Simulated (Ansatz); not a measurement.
# The false plateau in GW convergence: WS2 (Tungstenite)

Wanted: the G0W0 gap of WS2 (Tungstenite) over a grid of bands and cutoffs.

Method: G0W0 on PBE, plane waves, PAW; PAW set soft_1, in Ansatz 0.2.0.

### 1. The structure

It takes space group P6_3/mmc (No. 194, hexagonal). The conventional cell has a = 3.153 Å, b = 3.153 Å, c = 12.323 Å, α = 90.00°, β = 90.00°, γ = 120.00°. W has 6 S at 2.40 Å nearest. Nearest to S lie 3 W at 2.40 Å. Farther neighbours and most contacts between anions are not listed.

Structure file:

```cif
data_structure
_symmetry_space_group_name_H-M 'P6_3/mmc'
_symmetry_Int_Tables_number 194
_cell_length_a 3.1532
_cell_length_b 3.1532
_cell_length_c 12.3230
_cell_angle_alpha 90.000
_cell_angle_beta 90.000
_cell_angle_gamma 120.000
_cell_volume 106.11
loop_
_atom_site_label
_atom_site_type_symbol
_atom_site_symmetry_multiplicity
_atom_site_Wyckoff_symbol
_atom_site_fract_x
_atom_site_fract_y
_atom_site_fract_z
_atom_site_occupancy
W1 W 2 c 0.33333 0.66667 0.25000 1
S1 S 4 f 0.33333 0.66667 0.62250 1
```

The cell and positions come from the Crystallography Open Database and are kept as given unless a step says otherwise. Spin-orbit coupling is left out unless a step names it.

### 2. 85 empty bands, screening to 50 eV

G0W0 replaces the xc potential by the self-energy, built once from these orbitals. Only a window of levels is corrected, while the sums run over the empty bands that the input names. This step takes PAW set soft_1 files.

Input file input.yaml:

```yaml
crystal:
  lattice:
    - [3.1532, 0.0, 0.0]
    - [-1.5766, 2.7307513032, 0.0]
    - [0.0, 0.0, 12.323]
  atoms:
    - { symbol: W, position: [0.3333333333, 0.6666666667, 0.25] }
    - { symbol: W, position: [0.6666666667, 0.3333333333, 0.75] }
    - { symbol: S, position: [0.3333333333, 0.6666666667, 0.6225] }
    - { symbol: S, position: [0.6666666667, 0.3333333333, 0.1225] }
    - { symbol: S, position: [0.3333333333, 0.6666666667, 0.8775] }
    - { symbol: S, position: [0.6666666667, 0.3333333333, 0.3775] }
kpoints:
  mp_grid: { grid: [6, 6, 2] }
hamiltonian:
  xc: pbe
  pseudopotentials: { kind: paw, azcp: { folder: soft_1 } }
scf:
  occupations: { method: fixed }
gw:
  n_empty_bands: 85
  ecut_chi: 50
  qp_bands: [v2, c2]
  qp_kpoints: band_edges
  screening: { model: contour_deformation }
```

Run with:

```
$ ansatz run input.yaml --threads 3 --pin off --max-ram 92160MiB --backend cuda --events-out ev --progress --plain --runs-dir out --devices 1 --max-vram 13GiB
```

Numbers of over 12 decimals in the logs are rounded to 6 here.

The program printed:

```text
GPUs: using 1 of 1 available (devices: 1).
Engine: ansatz 0.2.0, x86_64-unknown-linux-gnu
Pseudopotentials: kind: paw
Pseudopotential: W, paw, valence charge 14, recommended cutoff 420 eV (normal), soft_1/W.paw.azcp
Pseudopotential: S, paw, valence charge 6, recommended cutoff 420 eV (normal), soft_1/S.paw.azcp
Functional definition: PBE
  parameter kappa = 0.804
  parameter beta = 0.066725
  exchange = pbe_x(kappa = kappa, mu = beta*pi^2/3)
  correlation = pbe_c(beta = beta)
device memory: the entry about to start is reckoned to put 1.1 GiB on a device that reports 43.6 GiB free (of which the cap on the GPU budget leaves the run 13.0 GiB)
GPU FFT provider: cuFFT
GPU libraries: cuBLAS 13.8.2, cuFFT 12.4.0, cuSOLVER 12.3.4
Crystal: 6 atoms, lattice volume = 106.108 Å³
Basis set: ecut = 420 eV, 2057 PW (Γ)
Bands: 32, of which v1, the nominal top of the filled ones, is band 26 counted from 1 (25 counted from 0)
Symmetry: 24 space group operations
Space group: P63/mmc (ITA 194), of the structure as read, at distance tolerance 4.7e-5 Å
k-points: 14 of 72
Non-local potential: W, projectors of the file, l = 0: 3, l = 1: 2, l = 2: 2, l = 3: 1
Non-local potential: S, projectors of the file, l = 0: 2, l = 1: 2, l = 2: 1
PAW form: soft (Blöchl's): semilocal exchange-correlation on the pseudo side does not see the compensation charge
PAW one-centre angular grid: W, 590 points (default); XC on 64 Gauss nodes
PAW one-centre angular grid: S, 110 points (default); XC on 64 Gauss nodes
Initial density: superposition of atomic densities (chi_scale 0.1, normalization cell, long waves kept (reshape's long-wave potential 0.03 eV rms))
Initial wavefunctions: pseudopotential atomic-orbital guess
GPU buffer pool allocated for 51840 grid points (all kernels)
GPU transforms: local potential and band sums: pruned to the plane-wave sphere, on 24×24×90
Functional: x = pbe(κ = 0.804, μ = 0.219515), c = pbe(β = 0.066725)
SCF iter   1: F=—  HF=-24385.756816 eV  |F-HF|=—  |Δ(HF+E_count)|=         —  Δρ=4.11e-2  dr2=2.89e0  ethr=3.10e-3  ⟨swp⟩=4.8  Hψ=2062  notcnv=0  defer=30
preconditioner: auto → Resta (q_TF=auto, 2.423 Å⁻¹)  ε∞=7.3  [insulator: Δε(μ)=0.943 eV  Ē_g=8.599 eV  n_scr=26 (ndim 8)  ℏωp=21.6 eV  f_vac=0.001  ε∞_Penn≈7.3]
SCF iter   2: F=—  HF=-24385.169505 eV  |F-HF|=—  |Δ(HF+E_count)|=   5.87e-1  Δρ=2.35e-2  dr2=9.62e-1  ethr=3.10e-3  ⟨swp⟩=2.6  Hψ=711  notcnv=0  defer=46
SCF iter   3: F=—  HF=-24384.931562 eV  |F-HF|=—  |Δ(HF+E_count)|=   2.38e-1  Δρ=4.29e-3  dr2=2.07e-2  ethr=1.85e-3  ⟨swp⟩=2.4  Hψ=714  notcnv=0  defer=45
SCF iter   4: F=—  HF=-24384.934695 eV  |F-HF|=—  |Δ(HF+E_count)|=   3.13e-3  Δρ=1.79e-3  dr2=1.06e-2  ethr=3.99e-5  ⟨swp⟩=2.4  Hψ=861  notcnv=0  defer=54
SCF iter   5: F=—  HF=-24384.933549 eV  |F-HF|=—  |Δ(HF+E_count)|=   1.15e-3  Δρ=7.64e-4  dr2=6.07e-4  ethr=2.05e-5  ⟨swp⟩=2.4  Hψ=614  notcnv=0  defer=54
SCF iter   6: F=—  HF=-24384.933941 eV  |F-HF|=—  |Δ(HF+E_count)|=   3.91e-4  Δρ=2.82e-4  dr2=9.91e-5  ethr=1.17e-6  ⟨swp⟩=2.4  Hψ=854  notcnv=0  defer=54
SCF iter   7: F=—  HF=-24384.934049 eV  |F-HF|=—  |Δ(HF+E_count)|=   1.08e-4  Δρ=6.66e-5  dr2=5.95e-6  ethr=1.91e-7  ⟨swp⟩=2.1  Hψ=682  notcnv=0  defer=37
SCF iter   8: F=—  HF=-24384.934063 eV  |F-HF|=—  |Δ(HF+E_count)|=   1.49e-5  Δρ=1.17e-5  dr2=2.56e-7  ethr=1.14e-8  ⟨swp⟩=2.6  Hψ=720  notcnv=0  defer=42
SCF iter   9: F=-24384.934064 eV  HF=-24384.934064 eV  |F-HF|=3.75e-9  |Δ(HF+E_count)|=   4.10e-7  Δρ=1.85e-6  dr2=3.11e-9  ethr=1.92e-10  ⟨swp⟩=7.4  Hψ=1825  notcnv=0
SCF 1 converged in 9 iterations: F = -24384.934064 eV  dr2 = 3.11e-9
[...]
device memory: the entry about to start is reckoned to put 1.2 GiB (of the 1.3 GiB reckoned in all, the device holds 0.1 GiB already) on a device that reports 44.5 GiB free (of which the cap on the GPU budget leaves the run 12.9 GiB)
NSCF: frozen V_eff on 14 k-points, pencils in batches of 32, up to order 128
[...]
device memory: the entry about to start is reckoned to put 3.8 GiB on a device that reports 44.5 GiB free (of which the cap on the GPU budget leaves the run 13.0 GiB)
NSCF: frozen V_eff on 14 k-points
G₀W₀ screening: q 1/14
[... further progress lines ...]
SCF converged after 9 iterations
Free energy (F): -24384.934064 eV
Harris-Foulkes:  -24384.934064 eV  (|F-HF|=3.75e-9)
Internal energy: -24384.934064 eV  (E = F + TS)
E sigma→0 (E₀):  -24384.934064 eV
Fermi energy:    11.718389 eV
--- Per-component energies (eV) ---
  E_band       = -373.047932
  E_kinetic    = 1270.713731
  E_local      = -3399.924290  (includes V_loc(G=0)·N_el)
  E_nonlocal   = 87.793891
  E_hartree    = 1413.582750
  E_xc         = -892.815275
  E_vxc        = -796.131741  (∫ρ·V_xc dr)
  E_paw        = -19589.520236  (= ΣΔE_a)
  E_vpaw       = -362.666196  (= ΣTr[D̂ρ^β])
  E_aug_tail   = 0.000308  (compensation charges beyond the density's cutoff)
  E_ewald      = -3274.764942
  E_smearing   = -0.000000  (= −TS)
  E_closure    = 0.000000  (closes the sum)
  Σ components = -24384.934064   (vs F -24384.934064, Δ=0.00e0)
--- Band table (eV; the first three rows and the last of 14) ---
  k-point 0: bands = [... 22 lower, 9.5279, 10.2043, 10.4927, 11.7184, 14.0298, 14.0298, 14.0403, 14.0403, ... 2 higher]
  k-point 1: bands = [... 22 lower, 9.5011, 9.5011, 11.4003, 11.4003, 14.0224, 14.0224, 14.0224, 14.0224, ... 2 higher]
  k-point 2: bands = [... 22 lower, 9.3944, 10.2555, 10.4571, 10.8777, 13.2886, 13.7264, 13.8864, 13.9626, ... 2 higher]
  k-point 13: bands = [... 22 lower, 8.6085, 8.6085, 11.0667, 11.0667, 13.0204, 13.0204, 14.3033, 14.3033, ... 2 higher]
--- G₀W₀: contour deformation, 7 samples at zero and on the imaginary axis and 1 off it, 72 q-points, 85 empty bands' worth ---
  eigenvalues of the whole cell's RPA ε∞ on this k-mesh (on a slab, of 1 + 4πα/V) = 5.9568, 14.4328, 14.4328; static W/v taken at q = 0 is 0.072035
  bands read: the sum over 111 bands ends inside a degenerate multiplet in 8 slots, whose members it reads at an even weight; the widest, k=1: bands 111 to 114 (counted from 1) at 1/4 each
  gw.qp_kpoints: band_edges: 10 of 14 stored k-points solved, in 1 pass; an edge of the gap read off the rows below is read off those points alone
    valence top: of the k-points left out ik 6 came nearest to being solved in a further pass, in band 26 (counted from 1, as in the quasiparticle table): it holds the edge there only if its correction is more favourable than any solved in that band by at least 1.527 eV; those differ by 0.122 eV
    conduction bottom: of the k-points left out ik 4 came nearest to being solved in a further pass, in band 27 (counted from 1, as in the quasiparticle table): it holds the edge there only if its correction is more favourable than any solved in that band by at least 0.686 eV; those differ by 0.229 eV
    ik  band        ε_KS         Σx   Σc(E_QP)       V_xc       Z   E_QP_lin       E_QP  E_QP is
     0    25     10.4927   -18.2675     1.5125   -16.9783  0.7598    10.7153    10.7160  root
     0    26     11.7184   -19.4892     1.0875   -18.8031  0.7674    12.1185    12.1198  root
     0    27     14.0298   -13.7537    -3.7351   -18.4034  0.7668    14.9608    14.9444  root
     0    28     14.0298   -13.7537    -3.7351   -18.4034  0.7668    14.9608    14.9444  root
     1    25     11.4003   -19.1962     1.3344   -18.2030  0.7671    11.7403    11.7415  root
     1    26     11.4003   -19.1962     1.3344   -18.2030  0.7671    11.7403    11.7415  root
     1    27     14.0224   -13.7102    -3.7115   -18.3276  0.7662    14.9445    14.9282  root
     1    28     14.0224   -13.7102    -3.7115   -18.3276  0.7662    14.9445    14.9282  root
     2    25     10.4571   -18.8559     1.6144   -17.5037  0.7596    10.7184    10.7194  root
     2    26     10.8777   -19.1754     1.4624   -18.0399  0.7639    11.2034    11.2046  root
     2    27     13.2886   -13.3039    -3.4210   -17.4779  0.7696    14.0510    14.0416  root
     2    28     13.7264   -14.0705    -3.4560   -18.3639  0.7606    14.5778    14.5637  root
     3    25     10.8124   -19.2126     1.5782   -17.9429  0.7634    11.1197    11.1209  root
     3    26     10.8124   -19.2126     1.5782   -17.9429  0.7634    11.1197    11.1209  root
[...]
12    28     13.0202   -15.7335    -3.3017   -19.9058  0.7685    13.9029    13.8908  root
    13    25     11.0667   -18.8498     1.1131   -18.0754  0.7682    11.4043    11.4054  root
    13    26     11.0667   -18.8498     1.1131   -18.0754  0.7682    11.4043    11.4054  root
    13    27     13.0204   -15.7393    -3.3017   -19.9116  0.7685    13.9032    13.8911  root
    13    28     13.0204   -15.7393    -3.3017   -19.9116  0.7685    13.9032    13.8911  root
```

Wall time 17 s (1 × NVIDIA H100 80GB HBM3 (shared by 6 runs) with 3 threads of AMD EPYC 7R13 (Zen 3), shared host); peak memory 1.1 GiB; 21 s of CPU time.

Reading the cycles: dr2 is the Hartree energy of the density residual (eV), the measure of convergence; HF is the Harris–Foulkes estimate of the energy, which meets the free energy F at convergence.

This step gave:

```yaml
bands_summed: 111
rpa_eps_infinity_on_this_mesh_eigenvalues: 5.957, 14.43, 14.43
plane_waves_in_the_screening_matrix: 81
q_points_in_the_mesh: 72
g0w0_gap_on_the_mesh: 1.262 eV
k_of_the_valence_top: 0, 0, 0
k_of_the_conduction_bottom: 0.1667, 0.1667, 0
starting_gap_on_the_mesh: 0.9782 eV
z_at_the_valence_top: 0.7674
z_at_the_conduction_bottom: 0.7765
least_direct_g0w0_gap_on_the_computed_points: 2.337 eV
```

The gap on the mesh goes from 0.98 eV to 1.26 eV, a correction of +0.28 eV. Between the two edge states, bare exchange in place of the xc potential would open the gap by 4.62 eV, and correlation takes back 4.34 eV.

### 3. 442 empty bands, screening to 50 eV

Edit input.yaml of step 2 so:

```diff
@@ -20,3 +20,3 @@
 gw:
-  n_empty_bands: 85
+  n_empty_bands: 442
   ecut_chi: 50
```

The program printed:

```text
GPUs: using 1 of 1 available (devices: 1).
[...]
GPU FFT provider: cuFFT
GPU libraries: cuBLAS 13.8.2, cuFFT 12.4.0, cuSOLVER 12.3.4
Crystal: 6 atoms, lattice volume = 106.108 Å³
Basis set: ecut = 420 eV, 2057 PW (Γ)
Bands: 32, of which v1, the nominal top of the filled ones, is band 26 counted from 1 (25 counted from 0)
Symmetry: 24 space group operations
[...]
k-points: 14 of 72
[...]
1    28     14.0224   -13.7102    -4.0687   -18.3276  0.7647    14.5763    14.5710  root
[...]
13    25     11.0667   -18.8498     0.7408   -18.0754  0.7669    11.0331    11.0331  root
    13    26     11.0667   -18.8498     0.7408   -18.0754  0.7669    11.0331    11.0331  root
    13    27     13.0204   -15.7393    -3.7339   -19.9116  0.7669    13.4615    13.4589  root
    13    28     13.0204   -15.7393    -3.7339   -19.9116  0.7669    13.4615    13.4589  root
[key lines of the parts left out:]
SCF converged after 9 iterations
Free energy (F): -24384.934064 eV
Fermi energy:    11.718389 eV
```

Run time: 29 s. Hardware: 1 × NVIDIA H100 80GB HBM3 (shared by 6 runs) with 3 threads; peak memory 1.4 GiB.

Numbers from this step:

| Quantity | Value |
| --- | --- |
| bands summed | 468 |
| RPA ε∞ on this mesh (eigenvalues) | 5.965, 14.46, 14.46 |
| plane waves in the screening matrix | 81 |
| G0W0 gap on the mesh | 1.256 eV |
| k of the valence top | 0, 0, 0 |
| k of the conduction bottom | 0.1667, 0.1667, 0 |
| starting gap on the mesh | 0.9782 eV |
| least direct G0W0 gap on the computed points | 2.282 eV |

Against the run with 6×6×2 mesh, 85 empty bands, screening to 50 eV, PAW set soft_1 files, the gap moves by −0.006 eV.

### 4. 240 empty bands, screening to 100 eV

Bands and screening cutoff are moved together, since each hides the error of the other.

Edit input.yaml of step 3 so:

```diff
@@ -20,4 +20,4 @@
 gw:
-  n_empty_bands: 442
-  ecut_chi: 50
+  n_empty_bands: 240
+  ecut_chi: 100
   qp_bands: [v2, c2]
```

The program printed:

```text
GPUs: using 1 of 1 available (devices: 1).
[...]
GPU FFT provider: cuFFT
GPU libraries: cuBLAS 13.8.2, cuFFT 12.4.0, cuSOLVER 12.3.4
Crystal: 6 atoms, lattice volume = 106.108 Å³
Basis set: ecut = 420 eV, 2057 PW (Γ)
Bands: 32, of which v1, the nominal top of the filled ones, is band 26 counted from 1 (25 counted from 0)
Symmetry: 24 space group operations
[...]
k-points: 14 of 72
[...]
1    28     14.0224   -13.7102    -4.1552   -18.3276  0.7584    14.4882    14.4845  root
[...]
13    25     11.0667   -18.8498     0.6805   -18.0754  0.7612    10.9727    10.9729  root
    13    26     11.0667   -18.8498     0.6805   -18.0754  0.7612    10.9727    10.9729  root
    13    27     13.0204   -15.7393    -3.7667   -19.9116  0.7599    13.4284    13.4261  root
    13    28     13.0204   -15.7393    -3.7667   -19.9116  0.7599    13.4284    13.4261  root
[key lines of the parts left out:]
SCF converged after 9 iterations
Free energy (F): -24384.934064 eV
Fermi energy:    11.718389 eV
```

The job ended after 16 s (1 × NVIDIA H100 80GB HBM3 (shared by 6 runs) with 3 threads; peak memory 1.3 GiB).

The G0W0 gap on the mesh is 1.333 eV.

### 5. 1251 empty bands, screening to 100 eV

Edit input.yaml of step 4 so:

```diff
@@ -20,3 +20,3 @@
 gw:
-  n_empty_bands: 240
+  n_empty_bands: 1251
   ecut_chi: 100
```

The program printed:

```text
GPUs: using 1 of 1 available (devices: 1).
[...]
GPU FFT provider: cuFFT
GPU libraries: cuBLAS 13.8.2, cuFFT 12.4.0, cuSOLVER 12.3.4
Crystal: 6 atoms, lattice volume = 106.108 Å³
Basis set: ecut = 420 eV, 2057 PW (Γ)
Bands: 32, of which v1, the nominal top of the filled ones, is band 26 counted from 1 (25 counted from 0)
Symmetry: 24 space group operations
[...]
k-points: 14 of 72
[...]
1    28     14.0224   -13.7102    -4.3369   -18.3276  0.7580    14.3042    14.3029  root
[...]
13    25     11.0667   -18.8498     0.5023   -18.0754  0.7608    10.7938    10.7946  root
    13    26     11.0667   -18.8498     0.5023   -18.0754  0.7608    10.7938    10.7946  root
    13    27     13.0204   -15.7393    -3.9795   -19.9116  0.7594    13.2138    13.2134  root
    13    28     13.0204   -15.7393    -3.9795   -19.9116  0.7594    13.2138    13.2134  root
[key lines of the parts left out:]
SCF converged after 9 iterations
Free energy (F): -24384.934064 eV
Fermi energy:    11.718389 eV
```

Wall time 2.4 min (1 × NVIDIA H100 80GB HBM3 (shared by 6 runs) with 3 threads); peak memory 2.8 GiB.

The G0W0 gap on the mesh is 1.342 eV.

### 6. 85 empty bands, screening to 150 eV

Edit input.yaml of step 5 so:

```diff
@@ -20,4 +20,4 @@
 gw:
-  n_empty_bands: 1251
-  ecut_chi: 100
+  n_empty_bands: 85
+  ecut_chi: 150
   qp_bands: [v2, c2]
```

The program printed:

```text
GPUs: using 1 of 1 available (devices: 1).
[...]
GPU FFT provider: cuFFT
GPU libraries: cuBLAS 13.8.2, cuFFT 12.4.0, cuSOLVER 12.3.4
Crystal: 6 atoms, lattice volume = 106.108 Å³
Basis set: ecut = 420 eV, 2057 PW (Γ)
Bands: 32, of which v1, the nominal top of the filled ones, is band 26 counted from 1 (25 counted from 0)
Symmetry: 24 space group operations
[...]
k-points: 14 of 72
[...]
1    28     14.0224   -13.7102    -3.7211   -18.3276  0.7598    14.9346    14.9186  root
[...]
13    25     11.0667   -18.8498     1.1029   -18.0754  0.7617    11.3942    11.3952  root
    13    26     11.0667   -18.8498     1.1029   -18.0754  0.7617    11.3942    11.3952  root
    13    27     13.0204   -15.7393    -3.2776   -19.9116  0.7597    13.9287    13.9151  root
    13    28     13.0204   -15.7393    -3.2776   -19.9116  0.7597    13.9287    13.9151  root
[key lines of the parts left out:]
SCF converged after 9 iterations
Free energy (F): -24384.934064 eV
Fermi energy:    11.718389 eV
```

It took 14 s on 1 × NVIDIA H100 80GB HBM3 (shared by 6 runs) with 3 threads; peak memory 1.5 GiB; 18 s of CPU time.

The G0W0 gap on the mesh is 1.337 eV.

### 7. 442 empty bands, screening to 150 eV

Edit input.yaml of step 6 so:

```diff
@@ -20,3 +20,3 @@
 gw:
-  n_empty_bands: 85
+  n_empty_bands: 442
   ecut_chi: 150
```

The program printed:

```text
GPUs: using 1 of 1 available (devices: 1).
[...]
GPU FFT provider: cuFFT
GPU libraries: cuBLAS 13.8.2, cuFFT 12.4.0, cuSOLVER 12.3.4
Crystal: 6 atoms, lattice volume = 106.108 Å³
Basis set: ecut = 420 eV, 2057 PW (Γ)
Bands: 32, of which v1, the nominal top of the filled ones, is band 26 counted from 1 (25 counted from 0)
Symmetry: 24 space group operations
[...]
k-points: 14 of 72
[...]
1    28     14.0224   -13.7102    -4.3465   -18.3276  0.7568    14.2944    14.2933  root
[...]
13    25     11.0667   -18.8498     0.4993   -18.0754  0.7592    10.7907    10.7916  root
    13    26     11.0667   -18.8498     0.4993   -18.0754  0.7592    10.7907    10.7916  root
    13    27     13.0204   -15.7393    -3.9522   -19.9116  0.7571    13.2412    13.2406  root
    13    28     13.0204   -15.7393    -3.9522   -19.9116  0.7571    13.2412    13.2406  root
[key lines of the parts left out:]
SCF converged after 9 iterations
Free energy (F): -24384.934064 eV
Fermi energy:    11.718389 eV
```

Wall time 35 s (1 × NVIDIA H100 80GB HBM3 (shared by 6 runs) with 3 threads); peak memory 1.7 GiB; 54 s of CPU time.

The G0W0 gap on the mesh is 1.370 eV.

[end of part 1 of 2]

[Paths, hosts, dates, memory and timing lines, banners, echoed tables and standing remarks are left out of the program output.]

[Logs are printed without paths, hosts, clocks, repeated set-up lines and the standing remarks that a program may print on its own settings, such as how far it seeks lower states.]

[Runs of the session that timed out or met a known fault of the program may be left out.]

[Cells called generated may have been cut or substituted from an entry of the Crystallography Open Database or the Materials Project.]

[Hosts, paths, dates, database ids (printed as entryN), source tags and the programs' standing remarks are cut or masked in the printed files.]
